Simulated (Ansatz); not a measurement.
# A hypothetical structure for NiPtCl6, part 2 of 2

Starting from a made-up structure for NiPtCl6, the aim is the relaxed cell, its shortest contacts and, where a second run follows, its electronic structure.

Ansatz 0.2.0; DFT, PBE, plane-wave PAW, files of the set soft_1, scalar-relativistic, ferromagnetic start, cell and ions relaxed at zero pressure; PAW set soft_1 (the session's first sound run).

So far: The structure; Relaxing cell and atoms. The relaxed cell has a = 6.037, c = 16.209 Å (conventional setting).

## 3. Bands of the relaxed cell

A second self-consistent run takes a narrower smearing and the mesh shown in its input; the bands follow along the standard path of the relaxed lattice.

This step: DFT, PBE, plane-wave PAW, files of the set soft_1, scalar-relativistic, ferromagnetic start, bands and density of states at the relaxed cell; PAW set soft_1 (Ansatz 0.2.0).

Input file input.yaml:

```yaml
crystal:
  lattice:
    - [3.0183551648, 1.7426481668, 5.4031298073]
    - [-3.0183551648, 1.7426481668, 5.4031298073]
    - [0.0, -3.485296334, 5.4031298071]
  atoms:
    - { symbol: Pt, position: [0.0, 0.0, 0.0] }
    - { symbol: Ni, position: [0.5, 0.5, 0.5], spin: 1.4 }
    - { symbol: Cl, position: [0.3995169767, 0.0961642945, 0.7554910191] }
    - { symbol: Cl, position: [0.0961642945, 0.7554910191, 0.3995169767] }
    - { symbol: Cl, position: [0.7554910191, 0.3995169767, 0.0961642945] }
    - { symbol: Cl, position: [0.6004830233, 0.9038357055, 0.2445089809] }
    - { symbol: Cl, position: [0.9038357055, 0.2445089809, 0.6004830233] }
    - { symbol: Cl, position: [0.2445089809, 0.6004830233, 0.9038357055] }
magnetization:
  spin_polarized: true
kpoints:
  mp_grid: { grid: [6, 6, 6] }
  band_path:
    path:
      - [[0.0, 0.0, 0.0], [0.5, 0.0, 0.0], [0.5, 0.23601521, -0.23601521]]
      - [[0.76398479, 0.5, 0.23601521], [0.5, 0.5, 0.5], [0.0, 0.0, 0.0], [0.36800761, 0.0, -0.36800761]]
      - [[0.63199239, 0.36800761, 0.0], [0.5, 0.5, 0.0], [0.63199239, 0.63199239, 0.23601521], [0.5, 0.5, 0.5]]
      - [[0.5, 0.0, 0.0], [0.76398479, 0.36800761, 0.36800761]]
    npoints: 8
scf:
  occupations: { method: fermi_dirac, width: 0.03 }
  n_extra_bands: 13
hamiltonian:
  xc: pbe
  pseudopotentials: { kind: paw, azcp: { folder: soft_1 } }
output:
  forces: true
  stress: true
  write_bands: true
  dos: { projected: true }
  write_density: true
  write_potential: true
  elf: true
  volumetric_format: npy
```

Launch:

```sh
ansatz run input.yaml --threads 4 --pin off --max-ram 10240MiB --backend cpu --events-out ev --progress --plain --runs-dir out
```

Numbers of over 12 decimals in the logs are rounded to 6 here.

Log:

```text
[...]
Crystal: 8 atoms, lattice volume = 170.521 Å³
Basis set: ecut = 420 eV, 3319 PW (Γ), exchange–correlation on 90×90×90 points (8 copies of the dense FFT grid, shifted against one another)
Bands: 52, of which v1, the nominal top of the filled ones, is band 39 counted from 1 (38 counted from 0)
Symmetry: 6 space group operations
[...]
k-points: 40 of 216
[...]
Starting moments: Σ|m| = 1.4 μB on 1 of 8 sites
[...]
SCF iter   1: F=—  HF=-24844.610567 eV  |F-HF|=—  |Δ(HF+E_count)|=         —  Δρ=1.05e-1 (↑4.43e-2 ↓1.05e-1)  dr2=4.53e1  dr2_m=1.87e0  M=0.735 μB ∫|m|=0.745 μB  β_m=0.30  ethr=3.10e-3  ⟨swp⟩=8.5  Hψ=19530  notcnv=0  defer=76
[...]
SCF iter  14: F=-24844.756788 eV  HF=-24844.756788 eV  |F-HF|=4.62e-8  |Δ(HF+E_count)|=   9.15e-9  Δρ=4.69e-6 (↑1.41e-6 ↓4.69e-6)  dr2=5.56e-8  dr2_m=4.36e-9  M=2.000 μB ∫|m|=2.099 μB  ethr=9.04e-11  ⟨swp⟩=18.8  Hψ=35422  notcnv=0
SCF 1 converged in 14 iterations: F = -24844.756788 eV  dr2 = 5.56e-8
[...]
NSCF: frozen V_eff on 76 k-points
SCF converged after 14 iterations
Magnetization: 2.0000 μB (40.0000 up, 38.0000 down)
Absolute magnetization: 2.1009 μB (∫|ρ↑−ρ↓|, with the PAW one-centre terms)
[...]
Per-site moments (μB) at R_I (Å): [(0.068618, 0.978307), (1.366062, 0.991406), (0.074581, 0.978307), (0.074581, 0.978307), (0.074581, 0.978307), (0.074581, 0.978307), (0.074581, 0.978307), (0.074581, 0.978307)]
Free energy (F): -24844.756788 eV
[...]
Internal energy: -24844.756777 eV  (E = F + TS)
E sigma→0 (E₀):  -24844.756783 eV
Entropy (-TS):   -0.000011 eV (-0.001 meV/atom)
Fermi energy:    5.351720 eV
[...]
--- Forces (eV/Å), atoms counted from 1 ---
  atom   1  Pt     0.00000000    -0.00000000     0.00000000
  atom   2  Ni    -0.00000000     0.00000000     0.00000000
  atom   3  Cl     0.00494159    -0.00019108    -0.00561469
  atom   4  Cl    -0.00263628    -0.00418400    -0.00561469
  atom   5  Cl    -0.00230531     0.00437508    -0.00561469
  atom   6  Cl    -0.00494159     0.00019108     0.00561469
  atom   7  Cl     0.00263628     0.00418400     0.00561469
  atom   8  Cl     0.00230531    -0.00437508     0.00561469
  max |Σ_I F_I| component: 2.60e-18 eV/Å
--- Stress (GPa, compression-positive) ---
       -0.031414       0.000011       0.000000
       -0.000011      -0.031414      -0.000000
       -0.000000      -0.000000       0.010573
  P = ⅓ Tr σ = -0.0174 GPa (-0.174 kbar)
--- Band table (eV; the first three rows and the last of 80) ---
  k-point 0 ↑: bands = [... 35 lower, 4.2243, 4.2243, 4.4301, 4.8089, 4.8089, 6.9438, 6.9438, 9.4710, ... 9 higher]
  k-point 1 ↑: bands = [... 35 lower, 4.1964, 4.3426, 4.5191, 4.7097, 4.8015, 6.7960, 6.8340, 9.7374, ... 9 higher]
  k-point 2 ↑: bands = [... 35 lower, 4.1712, 4.3473, 4.5673, 4.7208, 4.8008, 6.4557, 6.6323, 10.2097, ... 9 higher]
  k-point 39 ↓: bands = [... 35 lower, 4.5227, 4.6178, 4.6178, 6.1294, 6.1294, 6.3964, 6.3964, 11.0741, ... 9 higher]
```

Elapsed: 30 s, on 4 threads of Arm Neoverse V1, shared host; peak memory 0.92 GiB; 1.9 min of CPU time.

Numbers from this step:

- free energy: -24844.7568 eV
- Fermi energy: 5.352 eV
- gap by band count: 0.4505 eV
- site moments: 0.06862, 1.366, 0.07458, 0.07458, 0.07458, 0.07458, 0.07458, 0.07458 μB
- pressure: -0.01742 GPa

From bands.tsv, the bands that come nearest the gap along the path, at its corners, in eV from the valence-band top:

```
point  band_37_up  band_38_up  band_39_up  band_34_dn  band_35_dn  band_36_dn  band_37_dn  band_38_dn
    Γ       -0.70       -0.32       -0.32       -0.78       -0.78       -0.64       -0.54        0.64
    L       -0.55       -0.33       -0.32       -0.82       -0.61       -0.32       -0.25        0.96
   B1       -0.50       -0.39       -0.18       -0.68       -0.61       -0.18       -0.14        0.73
    B       -0.50       -0.39       -0.18       -0.68       -0.61       -0.18       -0.14        0.73
    Z       -0.69       -0.47       -0.47       -0.61       -0.61       -0.51       -0.51        1.00
    Γ       -0.70       -0.32       -0.32       -0.78       -0.78       -0.64       -0.54        0.64
    X       -0.56       -0.37       -0.18       -0.94       -0.40       -0.34       -0.06        0.64
    Q       -0.56       -0.37       -0.18       -0.94       -0.40       -0.34       -0.06        0.64
    F       -0.63       -0.36       -0.10       -0.99       -0.44       -0.36        0.00        0.45
   P1       -0.57       -0.37       -0.17       -0.93       -0.38       -0.33       -0.11        0.56
    Z       -0.69       -0.47       -0.47       -0.61       -0.61       -0.51       -0.51        1.00
    L       -0.55       -0.33       -0.32       -0.82       -0.61       -0.32       -0.25        0.96
    P       -0.57       -0.37       -0.17       -0.93       -0.38       -0.33       -0.11        0.56
```

Highest filled and lowest empty level along the path:

```
distance (1/Å)  highest filled (eV)  lowest empty (eV)
          0.00                -0.32               0.64
          0.32                -0.33               0.62
          0.63                -0.25               0.96
          0.88                -0.18               0.80
          1.12                -0.14               0.73
          1.33                -0.22               0.77
          1.60                -0.45               0.98
          1.89                -0.39               0.77
          2.18                -0.32               0.65
          2.54                -0.34               0.57
          2.92                -0.10               0.72
          3.09                -0.03               0.56
          3.23                 0.00               0.46
          3.35                -0.01               0.46
          3.47                -0.06               0.51
          3.64                -0.18               0.67
          3.88                -0.41               0.93
          4.05                -0.25               0.93
          4.26                -0.23               0.67
```

Spin density in the ac plane of the cell as run, not the conventional one, at fractional y = 0.000, with atoms of Pt within 0.2 Å of it.

Ten even steps from '_' (-1.06 × 1e-2 e/Å³) to '@' (3.98 × 1e-2 e/Å³), each cell a mean:
```
**==__..::::::::::::::::::::::::--++
::**--::--====--::::::::::::::::::--
::--==::--==####++--::::::::::::::::
::::::::::--**@@%%++--::::::::::::::
::::::::::::--++##**==::::::::::::::
::::::::::::::::--==--::::::::::::..
::::::::::::::::::::::::::::::::::..
::::::::::::::::::::::::::::::::::::
::::::::::::::::..::::::::::::::::::
::::::::::::::::::::..::::::::::::::
::::::::::::::::::::::::::::::::::::
::::::::::::::----::::::::::::::::::
::::::::::::::--==++==--::::::::::::
::::::::::::::--==##@@**--::::::::::
::::::::::::::::--++%%@@++--::----::
::::::::::::::::::::--++++==::::++--
====::::::::::::::::::::----::__--**
##==::::::::::::::::::::::::::....**
```
Columns run along a (6.4 Å), rows up along c (6.4 Å). Atoms in or near the plane, at fractional coordinates: Pt at (0.00, 0.00).

Valence density in the ac plane of the cell as run, not the conventional one, at fractional y = 0.000, with atoms of Pt within 0.2 Å of it. It is the smooth field of the valence electrons, not physical close to the nuclei.

Values in units of 1e0 e/Å³, 10 rows by 16 columns, each cell a mean:
```
8.3 7.2 2.4 0.6 0.5 0.7 0.7 0.4 0.2 0.1 0.1 0.1 0.1 0.2 1.2 4.8
1.2 1.9 1.2 0.5 0.6 1.1 1.6 1.5 0.9 0.3 0.1 0.0 0.0 0.1 0.2 0.5
0.2 0.2 0.2 0.2 0.2 0.5 1.2 1.6 1.4 0.7 0.2 0.0 0.0 0.1 0.1 0.2
0.2 0.2 0.1 0.1 0.0 0.1 0.2 0.5 0.7 0.5 0.2 0.1 0.0 0.0 0.1 0.2
0.1 0.1 0.1 0.0 0.0 0.0 0.0 0.1 0.1 0.1 0.1 0.0 0.0 0.0 0.1 0.1
0.1 0.1 0.0 0.0 0.0 0.1 0.1 0.2 0.2 0.1 0.0 0.0 0.0 0.1 0.1 0.1
0.2 0.1 0.1 0.0 0.0 0.1 0.4 0.8 1.0 0.7 0.3 0.1 0.1 0.1 0.1 0.2
0.3 0.2 0.1 0.1 0.0 0.1 0.3 1.0 1.7 1.6 1.1 0.5 0.3 0.3 0.4 0.3
1.8 0.5 0.2 0.1 0.0 0.0 0.1 0.3 0.9 1.4 1.3 0.8 0.5 1.0 2.9 3.5
9.2 4.4 0.9 0.2 0.2 0.1 0.1 0.1 0.2 0.3 0.5 0.4 0.4 0.9 4.6 9.5
```
Columns run along a (6.4 Å), rows up along c (6.4 Å). Atoms in or near the plane, at fractional coordinates: Pt at (0.00, 0.00).

Electrostatic potential energy in the ac plane of the cell as run, not the conventional one, at fractional y = 0.000, with atoms of Pt within 0.2 Å of it. With pseudopotentials it is smooth inside the atoms' cores, unlike the true potential.

Ten even steps from '_' (-56 eV) to '@' (12 eV), each cell a mean:
```
____..**%%%%%%@@@@@@@@@@@@@@@@%%==__
____::**%%##****%%@@@@@@@@@@@@@@%%==
**==++##%%##==--++##@@@@@@@@@@@@@@%%
%%%%%%%%@@%%++----++%%@@@@@@@@@@@@@@
@@@@@@@@@@@@%%++--==##@@@@@@@@@@@@@@
@@@@@@@@@@@@@@%%****##@@@@@@@@@@@@@@
@@@@@@@@@@@@@@@@@@@@@@@@@@@@@@@@@@@@
@@@@@@@@@@@@@@@@@@@@@@@@@@@@@@@@@@@@
@@@@@@@@@@@@@@@@@@@@@@@@@@@@@@@@@@@@
@@@@@@@@@@@@@@@@@@@@@@@@@@@@@@@@@@@@
@@@@@@@@@@@@@@@@@@@@@@@@@@@@@@@@@@@@
@@@@@@@@@@@@@@@@%%##%%@@@@@@@@@@@@@@
@@@@@@@@@@@@@@%%**==++##@@@@@@@@@@@@
@@@@@@@@@@@@@@@@**----==%%@@@@%%%%@@
%%@@@@@@@@@@@@@@%%++----**%%%%##**##
==##@@@@@@@@@@@@@@%%++==**%%##==::::
__--##@@@@@@@@@@@@@@%%##%%%%%%==____
____==%%@@@@@@@@@@@@@@@@@@@@%%**____
```
Columns run along a (6.4 Å; values clipped at the 3rd and 97th percentile), rows up along c (6.4 Å). Atoms in or near the plane, at fractional coordinates: Pt at (0.00, 0.00).

## 4. What came out

```yaml
space_group_relaxed: R-3
conventional_cell: a = 6.037, b = 6.037, c = 16.209 Å; α = 90.0°, β = 90.0°, γ = 120.0°
volume_per_atom: 21.32 Å³ (guess 25.61)
total_moment: 2.00 μB in the cell of 8 atoms
```

What this shows: NiPtCl6 relaxes to R-3 with a = 6.037, b = 6.037 and c = 16.209 Å. The guessed volume was 20 % too large. The space group R-3 was held in the relaxation, so the end point is a stationary structure within it and may be a saddle against distortions or other arrangements. The input starts from parallel moments, and no other start was typed. It has a direct Kohn–Sham gap of 0.45 eV, which semilocal functionals understate. On the 6×6×6 mesh with the narrower smearing (relaxed on 5×5×5) the largest force component is 0.006 eV/Å and the largest stress component is 0.031 GPa, within the relaxation's thresholds of 0.015 eV/Å and 0.05 GPa. The cutoff wasn't tested. Spin-orbit coupling is left out, which can matter for elements this heavy. No dispersion term is used, so weakly bound directions may come out too long. Nothing here tests whether the compound is stable against decomposition.

[Logs are printed without paths, hosts, clocks, repeated set-up lines and the standing remarks that a program may print on its own settings, such as how far it seeks lower states.]

[Hosts, paths, dates, database ids (printed as entryN), source tags and the programs' standing remarks are cut or masked in the printed files.]
